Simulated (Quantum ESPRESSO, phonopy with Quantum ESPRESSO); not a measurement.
**CaO (Lime): the LO frequency by hand**

Aim: work out the LO frequency and the static dielectric constant of CaO (Lime) from one linear-response run, then check them.

Method: DFT LDA, scalar-relativistic, plane waves, PseudoDojo norm-conserving pseudopotentials, in Quantum ESPRESSO 7.5.

### 1. The relaxed structure

Symmetry: Fm-3m, No. 225, cubic system. Conventional cell: a = 4.704 Å, b = 4.704 Å, c = 4.704 Å, α = 90.00°, β = 90.00°, γ = 90.00°. Nearest to Ca lie 6 O at 2.35 Å. O has 6 Ca at 2.35 Å nearest. Farther neighbours and most contacts between anions are not listed.

As a file:

```cif
data_structure
_symmetry_space_group_name_H-M 'P 1'
_symmetry_Int_Tables_number 1
_cell_length_a 3.3263
_cell_length_b 3.3263
_cell_length_c 3.3263
_cell_angle_alpha 60.000
_cell_angle_beta 60.000
_cell_angle_gamma 60.000
_cell_volume 26.02
loop_
_atom_site_label
_atom_site_type_symbol
_atom_site_fract_x
_atom_site_fract_y
_atom_site_fract_z
_atom_site_occupancy
Ca1 Ca 0.00000 0.00000 0.00000 1
O2 O 0.50000 0.50000 0.50000 1
```

This is the cell after its relaxation at this level of theory, not the database cell from which that began.

### 2. What the response run gave

A linear-response run on the relaxed cell, with the response to an electric field; only its zone-centre results are used. Cutoff 84 Ry, k mesh 8×8×8.

The program printed:

```text
[banners, grids, parts of the stress and lines that vanish by symmetry left out]
Program PHONON v.7.5
     Reading xml data from directory:

[...]
Exchange-correlation= PW
                           (   1   4   0   0   0   0   0)
[...]
(   3 q-points):
[...]
kinetic-energy cut-off    =      84.0000  Ry
     charge density cut-off    =     336.0000  Ry
     convergence threshold     =      1.0E-18
[...]
Exchange-correlation= PW
                           (   1   4   0   0   0   0   0)
[...]
q = (   0.0000000   0.0000000   0.0000000 )
     49 Sym.Ops. (with q -> -q+G )
     G cutoff =  336.2829  (  18197 G-vectors)     FFT grid: ( 40, 40, 40)
     number of k points=    29
[...]
Mode symmetry, O_h (m-3m)  point group:
[...]
Dielectric constant
[...]
End of electric fields calculation
          Dielectric constant in cartesian axis
          (       3.869322068       0.000000000      -0.000000000 )
          (       0.000000000       3.869322068      -0.000000000 )
          (      -0.000000000       0.000000000       3.869322068 )
          Effective charges (d Force / dE) in cartesian axis without acoustic sum rule applied (asr)
           atom    1  Ca    Mean Z*:        2.37862
      Ex  (        2.37862       -0.00000       -0.00000 )
      Ey  (       -0.00000        2.37862       -0.00000 )
      Ez  (        0.00000       -0.00000        2.37862 )
           atom    2  O     Mean Z*:       -2.37853
      Ex  (       -2.37853        0.00000       -0.00000 )
      Ey  (       -0.00000       -2.37853        0.00000 )
      Ez  (       -0.00000        0.00000       -2.37853 )
          Effective charges Sum: Mean:        0.00009
[...]
Effective charges (d Force / dE) in cartesian axis with asr applied:
           atom    1  Ca    Mean Z*:        2.37857
[...]
atom    2  O     Mean Z*:       -2.37857
[...]
Representation #   1 modes #   1   2   3
[...]
End of self-consistent calculation
     Convergence has been achieved
     Representation #   2 modes #   4   5   6
[...]
End of self-consistent calculation
     Convergence has been achieved
[...]
Dielectric constant in cartesian axis
          (       3.869322068       0.000000000      -0.000000000 )
          (       0.000000000       3.869322068      -0.000000000 )
          (      -0.000000000       0.000000000       3.869322068 )
          Effective charges (d Force / dE) in cartesian axis without acoustic sum rule applied (asr)
           atom    1  Ca    Mean Z*:        2.37862
[...]
q = (    0.000000000   0.000000000   0.000000000 )
[...]
freq (    1) =      -0.006471 [THz] =      -0.215833 [cm-1]
     freq (    2) =      -0.006471 [THz] =      -0.215833 [cm-1]
     freq (    3) =      -0.006471 [THz] =      -0.215833 [cm-1]
     freq (    4) =       8.721085 [THz] =     290.904094 [cm-1]
     freq (    5) =       8.721085 [THz] =     290.904094 [cm-1]
     freq (    6) =       8.721085 [THz] =     290.904094 [cm-1]
[...]
Mode symmetry, O_h (m-3m)  point group:
     freq (   1-   3) =         -0.2  [cm-1]   --> T_1u G_15  G_4- I
     freq (   4-   6) =        290.9  [cm-1]   --> T_1u G_15  G_4- I
[...]
Mode symmetry, D_3d (-3m)  point group:
[...]
Representation #   1 mode #   1
[...]
End of self-consistent calculation
     Convergence has been achieved
     Representation #   2 modes #   2   3
[...]
End of self-consistent calculation
     Convergence has been achieved
     Representation #   3 mode #   4
[...]
Convergence has been achieved
     Representation #   4 modes #   5   6
[...]
Convergence has been achieved
[...]
q = (    0.353553391  -0.353553391   0.353553391 )
[...]
freq (    1) =       5.686220 [THz] =     189.671872 [cm-1]
     freq (    2) =       5.686220 [THz] =     189.671872 [cm-1]
     freq (    3) =       9.732511 [THz] =     324.641634 [cm-1]
     freq (    4) =       9.732511 [THz] =     324.641634 [cm-1]
     freq (    5) =      11.510085 [THz] =     383.935110 [cm-1]
     freq (    6) =      14.612887 [THz] =     487.433436 [cm-1]
[...]
Mode symmetry, D_3d (-3m)  point group:
     freq (   1-   2) =        189.7  [cm-1]   --> E_u  L_3'
     freq (   3-   4) =        324.6  [cm-1]   --> E_g  L_3
     freq (   5-   5) =        383.9  [cm-1]   --> A_2u L_2'
     freq (   6-   6) =        487.4  [cm-1]   --> A_1g L_1
[...]
Mode symmetry, D_4h(4/mmm) point group:
[...]
Representation #   1 mode #   1
[...]
Convergence has been achieved
     Representation #   2 mode #   2
[...]
Convergence has been achieved
     Representation #   3 modes #   3   4
[...]
End of self-consistent calculation
     Convergence has been achieved
     Representation #   4 modes #   5   6
[...]
End of self-consistent calculation
     Convergence has been achieved
[...]
q = (    0.000000000  -0.707106781   0.000000000 )
[...]
freq (    1) =       6.155336 [THz] =     205.319895 [cm-1]
     freq (    2) =       6.155336 [THz] =     205.319895 [cm-1]
     freq (    3) =       9.352347 [THz] =     311.960709 [cm-1]
     freq (    4) =       9.430469 [THz] =     314.566586 [cm-1]
     freq (    5) =       9.430469 [THz] =     314.566586 [cm-1]
     freq (    6) =      11.795990 [THz] =     393.471863 [cm-1]
[...]
Mode symmetry, D_4h(4/mmm) point group:
     freq (   1-   2) =        205.3  [cm-1]   --> E_u  X_5' M_5'
     freq (   3-   3) =        312.0  [cm-1]   --> A_2u X_4' M_4'
     freq (   4-   5) =        314.6  [cm-1]   --> E_u  X_5' M_5'
     freq (   6-   6) =        393.5  [cm-1]   --> A_2u X_4' M_4'

   JOB DONE.
```

```
                       quantity   value
             cell volume Ω (Å³)  26.024
                 mass of Ca (u)  40.078
                  mass of O (u)  15.999
     Born charge of Ca, raw (e)   2.379
      Born charge of O, raw (e)  -2.378
                             ε∞   3.869
ω(TO) after the sum rule (cm⁻¹)   290.9
```

### 3. The calculation

The charges must sum to zero over the cell; taking off their mean, 0.000 e, leaves Z* = 2.379 e on Ca. In the polar mode Ca moves against O, so the reduced mass is μ = 40.08 × 16.00 / 56.08 = 11.434 u.

A longitudinal wave builds up a field that adds to the restoring force: ω(LO)² = ω(TO)² + 4π Z*² / (μ Ω ε∞), in Hartree atomic units. With μ = 20844 electron masses and Ω = 175.62 bohr³ the second term is 5.0194e-06 Ha², or 241782 cm⁻² (1 Ha = 219474.6 cm⁻¹).

So ω(LO) = √(84623 + 241782) = 571.3 cm⁻¹, and by the Lyddane-Sachs-Teller relation ε₀ = ε∞ (ω(LO)/ω(TO))² = 14.92.

### 4. Check against the program

The analysis program adds the same non-analytic term to the full matrix, here for q along (1 0 0).

The program printed:

```text
[banner, memory and clock lines left out]
Program DYNMAT v.7.5

     Reading Dynamical Matrix from file x.dyn1
     ...Force constants read
     ...epsilon and Z* read

     Polarizability (A^3 units)
     multiply by 0.511132 for Clausius-Mossotti correction
         5.942178    0.000000   -0.000000
         0.000000    5.942178    0.000000
        -0.000000   -0.000000    5.942178

     IR activities are in (D/A)^2/amu units

# mode   [cm-1]    [THz]      IR
    1     -0.00   -0.0000    0.0000
    2      0.00    0.0000    0.0000
    3      0.00    0.0000    0.0000
    4    290.90    8.7211   11.4153
    5    290.90    8.7211   11.4153
    6    571.32   17.1278   11.4153
```

ε₀ comes from the program's run without a direction of q.

| quantity | by hand | program |
| --- | --- | --- |
| ω(LO) (cm⁻¹) | 571.3 | 571.3 |
| ε₀ | 14.92 | 14.92 |

### 5. Outcome

| Property | Result |
| --- | --- |
| TO mode | 290.9 cm⁻¹ |
| LO mode | 571.3 cm⁻¹ |
| static dielectric constant | 14.92 |

What this shows: The LO mode of CaO (Lime) lies at 571 cm⁻¹, 280 cm⁻¹ above the TO mode; the formula meets the program within 0.1 cm⁻¹, as it must for a cubic crystal with one polar mode. ω(LO)² − ω(TO)² goes with Z*²/ε∞: an error of 5 % in ε∞ would move the LO mode by 10.2 cm⁻¹, and semilocal functionals tend to overestimate ε∞. These are harmonic values at zero temperature, at the volume of this functional, for the structure held cubic; stability elsewhere in the zone is no part of this calculation.

[Host names and launcher messages were left out of these logs when they were recorded.]

[Logs are printed without paths, hosts, clocks, repeated set-up lines and the standing remarks that a program may print on its own settings, such as how far it seeks lower states.]

[Hosts, paths, dates, database ids (printed as entryN), source tags and the programs' standing remarks are cut or masked in the printed files.]
